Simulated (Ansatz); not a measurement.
**ZnS (F-43m): the dielectric response against the k mesh**

Aim: how dense a k mesh do ε∞ and the zone-centre modes of ZnS (F-43m) need?

Calculated with Ansatz 0.2.0; DFT LDA, scalar-relativistic, plane waves, PAW; PAW set soft_1.

The database entry behind the starting cell differs from later determinations by our own check (about 0.1 % short), so it need not match the best structure at ambient conditions.

### 1. Set-up

Symmetry: F-43m, No. 216, cubic system. Conventional cell: a = 5.404 Å, b = 5.404 Å, c = 5.404 Å, α = 90.00°, β = 90.00°, γ = 90.00°. Nearest to S lie 4 Zn at 2.34 Å. Nearest to Zn lie 4 S at 2.34 Å. Farther neighbours and most contacts between anions are not listed.

### 2. Relaxation

Harmonic phonons are second derivatives at a point where the forces vanish, and they are wanted at zero stress, so atoms and cell are relaxed first.

input.yaml reads:

```yaml
crystal:
  lattice:
    - [0.0, 2.702, 2.702]
    - [2.702, 0.0, 2.702]
    - [2.702, 2.702, 0.0]
  atoms:
    - { symbol: S, position: [0.0, 0.0, 0.0] }
    - { symbol: Zn, position: [0.75, 0.75, 0.75] }
kpoints:
  mp_grid: { grid: [10, 10, 10] }
hamiltonian:
  xc: lda
  pseudopotentials: { kind: paw, azcp: { folder: soft_1 }, xc_functional: pbe }
scf:
  occupations: { method: gaussian, width: 0.02 }
output:
  forces: true
  stress: true
  eigenvalues: true
relax:
  adjacent_minimum: "off"
  f_tol: 0.005
  max_steps: 80
  cell: { stress_tol: 0.05 }
```

Run with:

```
$ ansatz run input.yaml --threads 4 --pin off --max-ram 10240MiB --backend cpu --events-out ev --progress --plain --runs-dir out
```

Numbers of over 12 decimals in the logs are rounded to 6 here.

The log of the run:

```text
Engine: ansatz 0.2.0, x86_64-unknown-linux-gnu
Pseudopotentials: kind: paw
Pseudopotential: S, paw, valence charge 6, recommended cutoff 420 eV (normal), soft_1/S.paw.azcp
Pseudopotential: Zn, paw, valence charge 12, recommended cutoff 420 eV (normal), soft_1/Zn.paw.azcp
Functional definition: SPW92
  exchange = slater_x
  correlation = pw_c
Crystal: 2 atoms, lattice volume = 39.454 Å³
Basis set: ecut = 420 eV, 749 PW (Γ)
Bands: 13, of which v1, the nominal top of the filled ones, is band 9 counted from 1 (8 counted from 0)
Symmetry: 24 space group operations
Space group: F-43m (ITA 216), of the structure as read, at distance tolerance 3.4e-5 Å
k-points: 47 of 1000 (time reversal used)
Non-local potential: S, projectors of the file, l = 0: 2, l = 1: 2, l = 2: 1
Non-local potential: Zn, projectors of the file, l = 0: 2, l = 1: 2, l = 2: 3, l = 3: 1
PAW form: soft (Blöchl's): semilocal exchange-correlation on the pseudo side does not see the compensation charge
PAW frozen core: S, regenerated for the run's functional, and the local potential with it (the file was generated under x = pbe(κ = 0.804, μ = 0.219515), c = pbe(β = 0.066725))
PAW frozen core: Zn, regenerated for the run's functional, and the local potential with it (the file was generated under x = pbe(κ = 0.804, μ = 0.219515), c = pbe(β = 0.066725))
PAW one-centre angular grid: S, 110 points (default); XC on 64 Gauss nodes
PAW one-centre angular grid: Zn, 590 points (default); XC on 64 Gauss nodes
Initial density: superposition of atomic densities (chi_scale 0.1, normalization cell, long waves kept (reshape's long-wave potential 0.00 eV rms))
Initial wavefunctions: pseudopotential atomic-orbital guess
Functional: x = slater, c = lda
SCF iter   1: F=—  HF=-4117.509465 eV  |F-HF|=—  |Δ(HF+E_count)|=         —  Δρ=3.81e-2  dr2=3.36e-1  ethr=3.10e-3  ⟨swp⟩=6.5  Hψ=4482  notcnv=0
preconditioner: auto → none  [insulator: Δε(μ)=2.092 eV  Ē_g=12.511 eV  σ=0.020 eV  W_gap=1.00  n_scr=14 (ndim 8)  ℏωp=25.1 eV  f_vac=0.000  D(μ)=0.00/eV (n_scr^D=0)  ε∞_Penn≈5.0]
SCF iter   2: F=—  HF=-4117.425619 eV  |F-HF|=—  |Δ(HF+E_count)|=   8.38e-2  Δρ=1.42e-2  dr2=4.22e-2  ethr=1.87e-3  ⟨swp⟩=2.0  Hψ=1551  notcnv=0
SCF iter   3: F=—  HF=-4117.412497 eV  |F-HF|=—  |Δ(HF+E_count)|=   1.31e-2  Δρ=9.45e-3  dr2=1.72e-2  ethr=2.34e-4  ⟨swp⟩=2.0  Hψ=1185  notcnv=0
SCF iter   4: F=—  HF=-4117.408095 eV  |F-HF|=—  |Δ(HF+E_count)|=   4.40e-3  Δρ=2.09e-3  dr2=1.20e-3  ethr=9.58e-5  ⟨swp⟩=2.0  Hψ=1542  notcnv=0
SCF iter   5: F=—  HF=-4117.407971 eV  |F-HF|=—  |Δ(HF+E_count)|=   1.24e-4  Δρ=6.15e-4  dr2=8.33e-5  ethr=6.67e-6  ⟨swp⟩=2.4  Hψ=1074  notcnv=0
SCF iter   6: F=—  HF=-4117.407989 eV  |F-HF|=—  |Δ(HF+E_count)|=   1.76e-5  Δρ=9.31e-5  dr2=1.46e-6  ethr=4.63e-7  ⟨swp⟩=2.3  Hψ=1016  notcnv=0
SCF iter   7: F=-4117.407988 eV  HF=-4117.407988 eV  |F-HF|=1.41e-8  |Δ(HF+E_count)|=   1.21e-7  Δρ=8.63e-6  dr2=2.02e-8  ethr=5.56e-10  ⟨swp⟩=5.1  Hψ=3833  notcnv=0
SCF 1 converged in 7 iterations: F = -4117.407988 eV  dr2 = 2.02e-8
  greatest PAW one-centre occupation: 0.984 electrons in one spin orbital (limit 2), on the Zn atom at site 1 (counted from 0), in its partial waves of l = 2
relax step   1: F+E_penalty+E_count = -4117.40798838 eV  Δ(F+E_penalty+E_count) = +0.000e0 eV  max|allowed force component| = 2.128e-16 eV/Å  Δτ_max = 0.0000 Å  P = -4.555 GPa  Ω = 39.454 Å³  (7 SCF iters, dr2 threshold 1.00e-7 eV, accepted)
Crystal: 2 atoms, lattice volume = 38.079 Å³
Basis set: ecut = 420 eV, 725 PW (Γ)
Initial density: handed on by an earlier stage of this run
Initial wavefunctions: those handed on with the density
iter 1 solved again at ethr=6.43e-6 eV; its pass at ethr=3.10e-3 eV (dr2=1.16e-3 eV) is discarded
SCF iter   1: F=—  HF=-4117.437456 eV  |F-HF|=—  |Δ(HF+E_count)|=         —  Δρ=1.64e-3  dr2=1.12e-3  ethr=6.43e-6  ⟨swp⟩=2.0  Hψ=5285  notcnv=0
preconditioner: auto → none  [insulator: Δε(μ)=2.018 eV  Ē_g=12.301 eV  σ=0.020 eV  W_gap=1.00  n_scr=14 (ndim 8)  ℏωp=25.5 eV  f_vac=0.010  D(μ)=0.00/eV (n_scr^D=0)  ε∞_Penn≈5.3]
SCF iter   2: F=—  HF=-4117.437125 eV  |F-HF|=—  |Δ(HF+E_count)|=   3.31e-4  Δρ=6.39e-4  dr2=1.67e-4  ethr=6.21e-6  ⟨swp⟩=2.7  Hψ=1170  notcnv=0
SCF iter   3: F=—  HF=-4117.437091 eV  |F-HF|=—  |Δ(HF+E_count)|=   3.38e-5  Δρ=4.96e-4  dr2=4.81e-5  ethr=9.30e-7  ⟨swp⟩=2.0  Hψ=987  notcnv=0
SCF iter   4: F=—  HF=-4117.437075 eV  |F-HF|=—  |Δ(HF+E_count)|=   1.59e-5  Δρ=8.23e-5  dr2=1.80e-6  ethr=2.67e-7  ⟨swp⟩=2.1  Hψ=919  notcnv=0
SCF iter   5: F=-4117.437075 eV  HF=-4117.437075 eV  |F-HF|=2.14e-8  |Δ(HF+E_count)|=   3.29e-7  Δρ=2.27e-5  dr2=8.17e-8  ethr=1.11e-9  ⟨swp⟩=4.0  Hψ=2988  notcnv=0
SCF 2 converged in 5 iterations: F = -4117.437075 eV  dr2 = 8.17e-8
  greatest PAW one-centre occupation: 0.983 electrons in one spin orbital (limit 2), on the Zn atom at site 1 (counted from 0), in its partial waves of l = 2
relax step   2: F+E_penalty+E_count = -4117.43707470 eV  Δ(F+E_penalty+E_count) = -2.909e-2 eV  max|allowed force component| = 5.089e-17 eV/Å  Δτ_max = 0.0000 Å  P = -2.026 GPa  Ω = 38.079 Å³  energy of the carried Pulay correction = +4.901e-4 eV  (5 SCF iters, dr2 threshold 2.00e-7 eV, accepted)
Crystal: 2 atoms, lattice volume = 37.045 Å³
iter 1 solved again at ethr=4.54e-6 eV; its pass at ethr=3.10e-3 eV (dr2=8.18e-4 eV) is discarded
SCF iter   1: F=—  HF=-4117.443653 eV  |F-HF|=—  |Δ(HF+E_count)|=         —  Δρ=1.40e-3  dr2=7.64e-4  ethr=4.54e-6  ⟨swp⟩=2.0  Hψ=5321  notcnv=0
preconditioner: auto → none  [insulator: Δε(μ)=2.139 eV  Ē_g=12.442 eV  σ=0.020 eV  W_gap=1.00  n_scr=14 (ndim 8)  ℏωp=25.9 eV  f_vac=0.009  D(μ)=0.00/eV (n_scr^D=0)  ε∞_Penn≈5.3]
SCF iter   2: F=—  HF=-4117.443433 eV  |F-HF|=—  |Δ(HF+E_count)|=   2.20e-4  Δρ=5.64e-4  dr2=1.19e-4  ethr=4.24e-6  ⟨swp⟩=2.5  Hψ=1146  notcnv=0
SCF iter   3: F=—  HF=-4117.443408 eV  |F-HF|=—  |Δ(HF+E_count)|=   2.51e-5  Δρ=4.11e-4  dr2=3.20e-5  ethr=6.60e-7  ⟨swp⟩=2.0  Hψ=987  notcnv=0
SCF iter   4: F=—  HF=-4117.443397 eV  |F-HF|=—  |Δ(HF+E_count)|=   1.03e-5  Δρ=7.12e-5  dr2=1.32e-6  ethr=1.78e-7  ⟨swp⟩=2.1  Hψ=905  notcnv=0
SCF iter   5: F=-4117.443397 eV  HF=-4117.443397 eV  |F-HF|=2.07e-8  |Δ(HF+E_count)|=   1.56e-7  Δρ=1.87e-5  dr2=5.33e-8  ethr=1.11e-9  ⟨swp⟩=6.3  Hψ=3339  notcnv=0
SCF 3 converged in 5 iterations: F = -4117.443397 eV  dr2 = 5.33e-8
relax step   3: F+E_penalty+E_count = -4117.44339709 eV  Δ(F+E_penalty+E_count) = -6.322e-3 eV  max|allowed force component| = 3.238e-17 eV/Å  Δτ_max = 0.0000 Å  P = +0.243 GPa  Ω = 37.045 Å³  energy of the carried Pulay correction = +8.705e-4 eV  (5 SCF iters, dr2 threshold 2.00e-7 eV, accepted)
[...]
relax step   4: F+E_penalty+E_count = -4117.44343482 eV  Δ(F+E_penalty+E_count) = -3.773e-5 eV  max|allowed force component| = 7.055e-17 eV/Å  Δτ_max = 0.0000 Å  P = -0.011 GPa  Ω = 37.153 Å³  energy of the carried Pulay correction = +8.302e-4 eV  (4 SCF iters, dr2 threshold 1.48e-7 eV, accepted)
Initial wavefunctions: pseudopotential atomic-orbital guess (no wavefunctions were taken with the density)
iter 1 solved again at ethr=2.32e-7 eV; its pass at ethr=3.10e-3 eV (dr2=4.18e-5 eV) is discarded
SCF iter   1: F=—  HF=-4117.442610 eV  |F-HF|=—  |Δ(HF+E_count)|=         —  Δρ=1.22e-4  dr2=1.54e-6  ethr=2.32e-7  ⟨swp⟩=3.3  Hψ=6449  notcnv=0
preconditioner: auto → none  [insulator: Δε(μ)=2.119 eV  Ē_g=12.431 eV  σ=0.020 eV  W_gap=1.00  n_scr=14 (ndim 8)  ℏωp=25.8 eV  f_vac=0.014  D(μ)=0.00/eV (n_scr^D=0)  ε∞_Penn≈5.3]
SCF iter   2: F=—  HF=-4117.442610 eV  |F-HF|=—  |Δ(HF+E_count)|=   4.81e-8  Δρ=1.25e-4  dr2=2.39e-6  ethr=8.56e-9  ⟨swp⟩=2.0  Hψ=991  notcnv=0
SCF iter   3: F=—  HF=-4117.442612 eV  |F-HF|=—  |Δ(HF+E_count)|=   1.09e-6  Δρ=1.07e-4  dr2=2.46e-6  ethr=8.56e-9  ⟨swp⟩=2.0  Hψ=987  notcnv=0
SCF iter   4: F=—  HF=-4117.442610 eV  |F-HF|=—  |Δ(HF+E_count)|=   1.21e-6  Δρ=3.82e-6  dr2=2.62e-9  ethr=8.56e-9  ⟨swp⟩=2.0  Hψ=987  notcnv=0
SCF iter   5: F=—  HF=-4117.442610 eV  |F-HF|=—  |Δ(HF+E_count)|=  3.72e-10  Δρ=1.26e-6  dr2=1.74e-10  ethr=1.46e-11  ⟨swp⟩=2.0  Hψ=1036  notcnv=0
SCF iter   6: F=-4117.442610 eV  HF=-4117.442610 eV  |F-HF|=2.73e-12  |Δ(HF+E_count)|=  3.55e-11  Δρ=1.28e-7  dr2=1.78e-12  ethr=1.00e-12  ⟨swp⟩=6.6  Hψ=2935  notcnv=0
SCF 5 converged in 6 iterations: F = -4117.442610 eV  dr2 = 1.78e-12
relax step   5: F+E_penalty+E_count = -4117.44261035 eV  Δ(F+E_penalty+E_count) = +8.245e-4 eV  max|allowed force component| = 6.708e-17 eV/Å  Δτ_max = 0.0000 Å  P = -0.013 GPa  Ω = 37.153 Å³  stress off target by 1.30e-2 GPa  SCF on the basis re-selected at this cell (its energy is not comparable with the rows above)  (6 SCF iters)
basis re-selected at this cell: Δ(F+E_penalty+E_count) = +8.245e-4 eV, ΔP = -0.002 GPa vs the last step (what re-selecting the basis moved, of the pressure what is left beyond the Pulay correction that the steps carried, after the strain that the cell walked since its last selection, with what the two solves' SCF thresholds leave and, on support functions, any second-order correction that the steps lacked; it is no m [...]
SCF converged after 6 iterations
Free energy (F): -4117.442610 eV
Harris-Foulkes:  -4117.442610 eV  (|F-HF|=2.73e-12)
Internal energy: -4117.442610 eV  (E = F + TS)
E sigma→0 (E₀):  -4117.442610 eV
Fermi energy:    7.356606 eV
--- Per-component energies (eV) ---
  E_band       = 8.485699
  E_kinetic    = 255.847976
  E_local      = -2233.151903  (includes V_loc(G=0)·N_el)
  E_nonlocal   = 857.446237
  E_hartree    = 848.201191
  E_xc         = -166.838497
  E_vxc        = -135.718068  (∫ρ·V_xc dr)
  E_paw        = -2401.925805  (= ΣΔE_a)
  E_vpaw       = -432.340693  (= ΣTr[D̂ρ^β])
  E_aug_tail   = -0.000258  (compensation charges beyond the density's cutoff)
  E_ewald      = -1278.731892
  E_core_change = 1.710341  (= ΣΔE_core)
  E_smearing   = -0.000000  (= −TS)
  E_closure    = -0.000000  (closes the sum)
  Σ components = -4117.442610   (vs F -4117.442610, Δ=0.00e0)
--- Forces (eV/Å), atoms counted from 1 ---
  atom   1  S     -0.00000000     0.00000000     0.00000000
  atom   2  Zn     0.00000000    -0.00000000    -0.00000000
  max |Σ_I F_I| component: 2.78e-17 eV/Å
--- Stress (GPa, compression-positive) ---
       -0.013000      -0.000000      -0.000000
       -0.000000      -0.013000      -0.000000
       -0.000000       0.000000      -0.013000
  P = ⅓ Tr σ = -0.0130 GPa (-0.130 kbar)
--- Band table (eV; the first three rows and the last of 47) ---
  k-point 0: bands = [... 5 lower, 0.1076, 6.2970, 6.2970, 6.2970, 8.4160, 12.4662, 12.4662, 12.4662]
  k-point 1: bands = [... 5 lower, 0.1059, 5.4422, 6.1863, 6.1863, 9.0502, 12.3935, 12.6515, 12.6515]
  k-point 2: bands = [... 5 lower, 0.1056, 3.9831, 5.9201, 5.9201, 9.6608, 12.7101, 13.0161, 13.0161]
  k-point 46: bands = [... 5 lower, 0.5599, 1.3271, 3.2442, 3.3322, 11.3858, 12.0512, 14.5971, 14.6987]
--- Relaxed structure (4 steps of the walk, 4 accepted, 1 SCFs on fresh bases) ---
  F+E_penalty+E_count = -4117.44261035 eV   max|allowed force component| = 6.708e-17 eV/Å   (the final SCF, on the basis selected at the relaxed cell)
  cell:  # Å, volume = 37.1531 Å³
    - [0, 2.648429, 2.648429]
    - [2.648429, 0, 2.648429]
    - [2.648429, 2.648429, 0]
  atoms:
    - { symbol: S, position: [0, 0, 0] }
    - { symbol: Zn, position: [0.75, 0.75, 0.75] }
```

Run time: 3.3 s. Hardware: 4 threads of AMD EPYC 7B13 (Zen 3), shared host; peak memory 0.4 GiB; 11 s of CPU time.

Relaxation path:

| step | energy less that of the first step (eV) | largest force component (eV/Å) | pressure (GPa) | volume (Å³) |
| --- | --- | --- | --- | --- |
| 1 | 0.0000 | 0.0000 | -4.55 | 39.45 |
| 2 | -0.0291 | 0.0000 | -2.03 | 38.08 |
| 3 | -0.0354 | 0.0000 | 0.24 | 37.04 |
| 4 | -0.0354 | 0.0000 | -0.01 | 37.15 |
| 5* | -0.0346 | 0.0000 | -0.01 | 37.15 |

Relaxation steps marked * repeat the geometry before them on a plane-wave basis chosen anew for their cell, so energy and pressure can jump there.

Forces are held to the 24 operations that the run works with; a distortion that breaks them can't arise in this run.

| conventional cell, symmetrised | before | after | change |
| --- | --- | --- | --- |
| a (Å) | 5.404 | 5.297 | -2.0 % |
| b (Å) | 5.404 | 5.297 | -2.0 % |
| c (Å) | 5.404 | 5.297 | -2.0 % |
| volume (Å³/atom) | 19.73 | 18.58 | -5.8 % |

The relaxed structure:

```
S Zn
1.0
     0.00000    2.64843    2.64843
     2.64843    0.00000    2.64843
     2.64843    2.64843    0.00000
S Zn
1 1
Direct
  0.00000 0.00000 0.00000
  0.75000 0.75000 0.75000
```

Numbers from this step:

```yaml
pressure: -0.01300 GPa
gap_on_the_k_mesh: 2.119 eV
volume_per_atom: 18.58 Å³
```

In this step the volume went from 19.73 to 18.58 Å³/atom.

### 3. Tight relaxation

Phonons need small forces and stress, so the relaxation is finished with tight tolerances on 12×12×12 k points.

input.yaml, the sections that differ from step 2:

```yaml
crystal:
  lattice:
    - [0.0, 2.6484291755, 2.6484291755]
    - [2.6484291755, 0.0, 2.6484291755]
    - [2.6484291755, 2.6484291755, 0.0]
  atoms:
    - { symbol: S, position: [0.0, 0.0, 0.0] }
    - { symbol: Zn, position: [0.75, 0.75, 0.75] }
kpoints:
  mp_grid: { grid: [12, 12, 12] }
scf:
  occupations: { method: fixed }
relax:
  adjacent_minimum: "off"
  f_tol: 0.001
  max_steps: 60
  cell: { stress_tol: 0.01 }
# hamiltonian, output: as in step 2
```

The log of the run:

```text
[...]
Crystal: 2 atoms, lattice volume = 37.153 Å³
Basis set: ecut = 420 eV, 725 PW (Γ)
Bands: 13, of which v1, the nominal top of the filled ones, is band 9 counted from 1 (8 counted from 0)
Symmetry: 24 space group operations
[...]
k-points: 72 of 1728 (time reversal used)
[...]
k-point 71: bands = [... 5 lower, 0.5833, 1.3201, 3.1883, 3.2863, 11.8024, 12.4468, 14.0808, 14.2587]
--- Relaxed structure (2 steps of the walk, 2 accepted, 1 SCFs on fresh bases) ---
[...]
cell:  # Å, volume = 37.1501 Å³
    - [0, 2.648358, 2.648358]
    - [2.648358, 0, 2.648358]
    - [2.648358, 2.648358, 0]
  atoms:
    - { symbol: S, position: [0, 0, 0] }
    - { symbol: Zn, position: [0.75, 0.75, 0.75] }
[key lines of the parts left out:]
SCF converged after 6 iterations
Free energy (F): -4117.442650 eV
Fermi energy:    6.298101 eV
P = ⅓ Tr σ = -0.0059 GPa (-0.059 kbar)
```

Elapsed: 2.8 s, on 4 threads; peak memory 0.42 GiB; 10 s of CPU time.

Little changed from the start: no atom moved by 0.005 Å and no cell edge by 0.1 %.

This step gave:

* pressure: -0.005864 GPa

The forces vanish by symmetry and the pressure is -0.006 GPa, within the tolerances set. The cell now holds 18.58 Å³/atom.

(Continued in part 2 of 2.)

[Logs are printed without paths, hosts, clocks, repeated set-up lines and the standing remarks that a program may print on its own settings, such as how far it seeks lower states.]

[Hosts, paths, dates, database ids (printed as entryN), source tags and the programs' standing remarks are cut or masked in the printed files.]
